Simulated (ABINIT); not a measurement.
## CdS (Hawleyite): G0W0 in ABINIT against the k mesh

Aim: move the k mesh of a G0W0 run on CdS (Hawleyite) over a wide range.

Main program and level: ABINIT 10.8.3; PBE and many-body steps on it, plane waves.

Most raw output is cut from this account.

## 1. The starting structure

It takes space group F-43m (No. 216, cubic). Conventional cell: a = 5.833 Å, b = 5.833 Å, c = 5.833 Å, α = 90.00°, β = 90.00°, γ = 90.00°. Nearest to Cd lie 4 S at 2.53 Å. S has 4 Cd at 2.53 Å nearest. Farther neighbours and most contacts between anions are not listed.

The cell and positions come from the Crystallography Open Database and are kept as given unless a step says otherwise.

## 2. Empty states on the mesh, 4×4×4 mesh, 339 bands

This step: ABINIT 10.8.3; DFT, PBE, plane waves, norm-conserving pseudopotentials.

The sums over transitions need many empty states on a uniform mesh; this step solves for them.

Input file run.abi:

```
acell 3*1.0 Angstrom
rprim 
  -0.000000000000 2.916500000000 2.916500000000
  2.916500000000 -0.000000000000 2.916500000000
  2.916500000000 2.916500000000 -0.000000000000
ntypat 2
znucl 48 16
natom 2
typat 1 2
xred 
  0.000000000000 0.000000000000 0.000000000000
  0.250000000000 0.250000000000 0.250000000000
pp_dirpath "pseudos"
pseudos "Cd.upf, S.upf"
ecut 47
ngkpt 4 4 4
nshiftk 1
shiftk 0 0 0
kptopt 1
chksymbreak 0
irdden 1
istwfk *1
nband 339
prtvol 0
optdriver 6
gwr_task "HDIAGO"
paral_kgb 0
occopt 1
indata_prefix "in"
outdata_prefix "out"
tmpdata_prefix "tmp"
```

Run with:

```
$ OMP_NUM_THREADS=1 mpirun -n 8 abinit run.abi > log
```

Run time: 70 s. Hardware: 8 MPI ranks of AMD EPYC 7R43, shared host; peak memory 12 GiB; 9.3 min of CPU time.

Numbers from this step:

| Item | Value |
| --- | --- |
| gap | 1.145 eV |
| k of the valence top | 0, 0, 0 |
| k of the conduction bottom | 0, 0, 0 |
| least direct gap | 1.145 eV |
| k points computed | 8 |
| lowest point of the top converged band, above the valence top | 189.0455 eV |

On this mesh the gap is 1.145 eV.

The density comes from a self-consistent run that is not shown.

## 3. Empty states on the mesh, 2×2×2 mesh, 101 bands

Edit run.abi of step 2 so:

```diff
@@ -15,3 +15,3 @@
 ecut 47
-ngkpt 4 4 4
+ngkpt 2 2 2
 nshiftk 1
@@ -20,10 +20,10 @@
 chksymbreak 0
+iscf -2
 irdden 1
 istwfk *1
-nband 339
+nband 101
+nbdbuf 8
+tolwfr 1e-09
+nstep 60
 prtvol 0
-optdriver 6
-gwr_task "HDIAGO"
-paral_kgb 0
-occopt 1
 indata_prefix "in"
```

The job ended after 23 s (8 MPI ranks; peak memory 0.62 GiB).

This step gave:

* gap: 1.145 eV
* k of the valence top: 0, 0, 0
* k of the conduction bottom: 0, 0, 0
* least direct gap: 1.145 eV
* k points computed: 3
* lowest point of the top converged band, above the valence top: 72.0487 eV

On this mesh the gap is 1.145 eV.

## 4. Empty states on the mesh, 6×6×6 mesh, 101 bands

Edit run.abi of step 3 so:

```diff
@@ -15,3 +15,3 @@
 ecut 47
-ngkpt 2 2 2
+ngkpt 6 6 6
 nshiftk 1
```

Wall time 42 s (8 MPI ranks); peak memory 0.78 GiB; 5.6 min of CPU time.

This step gave:

| Quantity | Value |
| --- | --- |
| gap | 1.145 eV |
| k of the valence top | 0, 0, 0 |
| k of the conduction bottom | 0, 0, 0 |
| least direct gap | 1.145 eV |
| k points computed | 16 |
| lowest point of the top converged band, above the valence top | 71.7259 eV |

On this mesh the gap is 1.145 eV.

## 5. Empty states on the mesh, 8×8×8 mesh, 101 bands

Edit run.abi of step 4 so:

```diff
@@ -15,3 +15,3 @@
 ecut 47
-ngkpt 6 6 6
+ngkpt 8 8 8
 nshiftk 1
```

Run time: 1.7 min. Hardware: 8 MPI ranks; peak memory 0.89 GiB.

This step gave:

- gap: 1.145 eV
- k of the valence top: 0, 0, 0
- k of the conduction bottom: 0, 0, 0
- least direct gap: 1.145 eV
- k points computed: 29
- lowest point of the top converged band, above the valence top: 71.3836 eV

On this mesh the gap is 1.145 eV.

## 6. Screening, 2×2×2 mesh, 93 bands, screening to 163.3 eV

The RPA dielectric matrix is built and inverted for each q.

This step: RPA screening on PBE, plane waves, norm-conserving pseudopotentials.

Edit run.abi of step 5 so:

```diff
@@ -15,3 +15,3 @@
 ecut 47
-ngkpt 8 8 8
+ngkpt 2 2 2
 nshiftk 1
@@ -20,10 +20,11 @@
 chksymbreak 0
-iscf -2
-irdden 1
 istwfk *1
-nband 101
-nbdbuf 8
-tolwfr 1e-09
-nstep 60
-prtvol 0
+occopt 1
+irdwfk 1
+optdriver 3
+nband 93
+ecuteps 6
+inclvkb 2
+awtr 1
+symchi 1
 indata_prefix "in"
```

Wall time 5.2 s (8 MPI ranks); peak memory 0.61 GiB; 38 s of CPU time.

Numbers from this step:

| Item | Value |
| --- | --- |
| ε∞ with local fields, on this mesh, along the program's q direction | 45.36 |
| the same without local fields | 50.08 |
| plasma frequency | 26.88 eV |
| plane waves in the screening matrix | 259 |

Local fields lower ε∞ by 9 %. On a Γ-centred mesh this coarse the value itself is usually too large, while a short band sum pulls it down.

## 7. 2×2×2

This step: G0W0 on PBE, plane waves, norm-conserving pseudopotentials.

Edit run.abi of step 6 so:

```diff
@@ -23,8 +23,15 @@
 irdwfk 1
-optdriver 3
+optdriver 4
 nband 93
+gwcalctyp 0
+ecutsigx 47
+symsigma 1
+nkptgw 1
+kptgw 
+  0.0000000000 0.0000000000 0.0000000000
+bdgw 
+  11 17
 ecuteps 6
-inclvkb 2
-awtr 1
-symchi 1
+irdscr 1
+ppmodel 1
 indata_prefix "in"
```

It took 4.8 s on 8 MPI ranks; peak memory 0.94 GiB; 36 s of CPU time.

Numbers from this step:

```yaml
g0w0_gap_on_the_points_computed: 1.843 eV
starting_gap_on_the_mesh: 1.145 eV
k_of_the_valence_top: 0, 0, 0
k_of_the_conduction_bottom: 0, 0, 0
z_at_the_valence_top: 0.784
z_at_the_conduction_bottom: 0.812
least_direct_g0w0_gap_on_the_computed_points: 1.843 eV
```

## 8. Screening, 4×4×4 mesh, 93 bands, screening to 163.3 eV

This step: RPA screening on PBE, plane waves, norm-conserving pseudopotentials.

Edit run.abi of step 7 so:

```diff
@@ -15,3 +15,3 @@
 ecut 47
-ngkpt 2 2 2
+ngkpt 4 4 4
 nshiftk 1
@@ -23,15 +23,8 @@
 irdwfk 1
-optdriver 4
+optdriver 3
 nband 93
-gwcalctyp 0
-ecutsigx 47
-symsigma 1
-nkptgw 1
-kptgw 
-  0.0000000000 0.0000000000 0.0000000000
-bdgw 
-  11 17
 ecuteps 6
-irdscr 1
-ppmodel 1
+inclvkb 2
+awtr 1
+symchi 1
 indata_prefix "in"
```

The job ended after 25 s (8 MPI ranks; peak memory 2 GiB).

Numbers from this step:

```yaml
eps_infinity_with_local_fields_on_this_mesh_along_the_program_s_q_direction: 11.06
the_same_without_local_fields: 11.77
plasma_frequency: 26.88 eV
plane_waves_in_the_screening_matrix: 259
```

## 9. 4×4×4

The self-energy is evaluated for the states that the input lists, and the levels follow from it, in one-shot runs by the linearised quasiparticle equation.

This step: G0W0 on PBE, plane waves, norm-conserving pseudopotentials.

Edit run.abi of step 8 so:

```diff
@@ -23,8 +23,15 @@
 irdwfk 1
-optdriver 3
+optdriver 4
 nband 93
+gwcalctyp 0
+ecutsigx 47
+symsigma 1
+nkptgw 1
+kptgw 
+  0.0000000000 0.0000000000 0.0000000000
+bdgw 
+  11 17
 ecuteps 6
-inclvkb 2
-awtr 1
-symchi 1
+irdscr 1
+ppmodel 1
 indata_prefix "in"
```

The job ended after 6.4 s (8 MPI ranks; peak memory 1.7 GiB; 48 s of CPU time).

Numbers from this step:

```yaml
g0w0_gap_on_the_points_computed: 2.052 eV
starting_gap_on_the_mesh: 1.145 eV
k_of_the_valence_top: 0, 0, 0
k_of_the_conduction_bottom: 0, 0, 0
z_at_the_valence_top: 0.782
z_at_the_conduction_bottom: 0.813
least_direct_g0w0_gap_on_the_computed_points: 2.052 eV
```

The gap on the mesh goes from 1.14 eV to 2.05 eV, a correction of +0.91 eV.

## 10. Screening, 6×6×6 mesh, 93 bands, screening to 163.3 eV

This step: RPA screening on PBE, plane waves, norm-conserving pseudopotentials.

Edit run.abi of step 9 so:

```diff
@@ -15,3 +15,3 @@
 ecut 47
-ngkpt 4 4 4
+ngkpt 6 6 6
 nshiftk 1
@@ -23,15 +23,8 @@
 irdwfk 1
-optdriver 4
+optdriver 3
 nband 93
-gwcalctyp 0
-ecutsigx 47
-symsigma 1
-nkptgw 1
-kptgw 
-  0.0000000000 0.0000000000 0.0000000000
-bdgw 
-  11 17
 ecuteps 6
-irdscr 1
-ppmodel 1
+inclvkb 2
+awtr 1
+symchi 1
 indata_prefix "in"
```

Run time: 2.8 min. Hardware: 8 MPI ranks; peak memory 3.4 GiB; 22 min of CPU time.

This step gave:

```
ε∞ with local fields, on this mesh, along the program's q direction : 7.113
the same without local fields                                       : 7.779
plasma frequency                                                    : 26.88 eV
plane waves in the screening matrix                                 : 259
```

## 11. 6×6×6

This step: G0W0 on PBE, plane waves, norm-conserving pseudopotentials.

Edit run.abi of step 10 so:

```diff
@@ -23,8 +23,15 @@
 irdwfk 1
-optdriver 3
+optdriver 4
 nband 93
+gwcalctyp 0
+ecutsigx 47
+symsigma 1
+nkptgw 1
+kptgw 
+  0.0000000000 0.0000000000 0.0000000000
+bdgw 
+  11 17
 ecuteps 6
-inclvkb 2
-awtr 1
-symchi 1
+irdscr 1
+ppmodel 1
 indata_prefix "in"
```

It took 12 s on 8 MPI ranks; peak memory 2.4 GiB; 90 s of CPU time.

This step gave:

```yaml
g0w0_gap_on_the_points_computed: 2.125 eV
starting_gap_on_the_mesh: 1.145 eV
k_of_the_valence_top: 0, 0, 0
k_of_the_conduction_bottom: 0, 0, 0
least_direct_g0w0_gap_on_the_computed_points: 2.125 eV
```

Against the run before, the gap moves by +0.073 eV.

## 12. Screening, 8×8×8 mesh, 93 bands, screening to 163.3 eV

This step: RPA screening on PBE, plane waves, norm-conserving pseudopotentials.

Edit run.abi of step 11 so:

```diff
@@ -15,3 +15,3 @@
 ecut 47
-ngkpt 6 6 6
+ngkpt 8 8 8
 nshiftk 1
@@ -23,15 +23,8 @@
 irdwfk 1
-optdriver 4
+optdriver 3
 nband 93
-gwcalctyp 0
-ecutsigx 47
-symsigma 1
-nkptgw 1
-kptgw 
-  0.0000000000 0.0000000000 0.0000000000
-bdgw 
-  11 17
 ecuteps 6
-irdscr 1
-ppmodel 1
+inclvkb 2
+awtr 1
+symchi 1
 indata_prefix "in"
```

Elapsed: 19 min, on 8 MPI ranks; peak memory 5.8 GiB; 2.6 h of CPU time.

Numbers from this step:

```
ε∞ with local fields, on this mesh, along the program's q direction : 6.239
the same without local fields                                       : 6.908
plasma frequency                                                    : 26.88 eV
plane waves in the screening matrix                                 : 259
```

## 13. 8×8×8

This step: G0W0 on PBE, plane waves, norm-conserving pseudopotentials.

Edit run.abi of step 12 so:

```diff
@@ -23,8 +23,15 @@
 irdwfk 1
-optdriver 3
+optdriver 4
 nband 93
+gwcalctyp 0
+ecutsigx 47
+symsigma 1
+nkptgw 1
+kptgw 
+  0.0000000000 0.0000000000 0.0000000000
+bdgw 
+  11 17
 ecuteps 6
-inclvkb 2
-awtr 1
-symchi 1
+irdscr 1
+ppmodel 1
 indata_prefix "in"
```

Wall time 28 s (8 MPI ranks); peak memory 4.8 GiB; 3.6 min of CPU time.

Numbers from this step:

| Quantity | Value |
| --- | --- |
| G0W0 gap on the points computed | 2.138 eV |
| starting gap on the mesh | 1.145 eV |
| k of the valence top | 0, 0, 0 |
| k of the conduction bottom | 0, 0, 0 |
| least direct G0W0 gap on the computed points | 2.138 eV |

Against the run before, the gap moves by +0.013 eV.

## 14. The runs together

Times are wall times on 8 MPI ranks of AMD EPYC 7R43, shared host, good to a factor of about two. A run's time includes the screening step that it read.

```csv
run,mesh,bands,screening cutoff (eV),DFT gap (eV),gap on the mesh (eV),direct (eV),ε∞ used,time
2×2×2,2×2×2,93,163.3,1.145,1.843,1.843,45.36,10 s
4×4×4,4×4×4,93,163.3,1.145,2.052,2.052,11.06,32 s
6×6×6,6×6×6,93,163.3,1.145,2.125,2.125,7.11,3 min
8×8×8,8×8×8,93,163.3,1.145,2.138,2.138,6.24,20 min
```

## 15. What came out

```
2×2×2        : 1.843 eV
4×4×4        : 2.052 eV
6×6×6        : 2.125 eV
8×8×8        : 2.138 eV
known limits : not at the basis limit; no spin-orbit coupling; coarse k mesh
```

In words: The setting moved: k mesh. From 2×2×2 to 8×8×8 the gap moves by +0.29 eV, for 118 times the time. The last step still moves it by +0.013 eV. Bands and screening cutoff are coupled, so a series along one setting does not show full convergence. Bands and cutoff are finite, so the gap is not at the basis limit. The miss can reach some tenths of an eV and take either sign; the mesh is an error of its own. In the G0W0 runs levels were corrected at 1 k point alone, so a gap called «on the mesh» is the least over those, and an edge elsewhere would be missed. The 2×2×2 mesh is coarse for this cell, which bears on the long-range parts of exchange and screening. The many-body steps are scalar-relativistic: spin-orbit coupling is not in them.

[Paths, hosts, dates, memory and timing lines, banners, echoed tables and standing remarks are left out of the program output.]

[Logs are printed without paths, hosts, clocks, repeated set-up lines and the standing remarks that a program may print on its own settings, such as how far it seeks lower states.]

[Runs of the session that timed out or met a known fault of the program may be left out.]

[Hosts, paths, dates, database ids (printed as entryN), source tags and the programs' standing remarks are cut or masked in the printed files.]

[G0W0 gaps are taken among the corrected bands and points alone; a level outside them can change the order at an edge.]

[Where Ansatz stands beside ABINIT at settings called matched, ABINIT's density can come from a denser mesh and the files from another edition; pairs whose starting gaps differed by over 0.03 eV were left out, so agreement reads better than it is.]
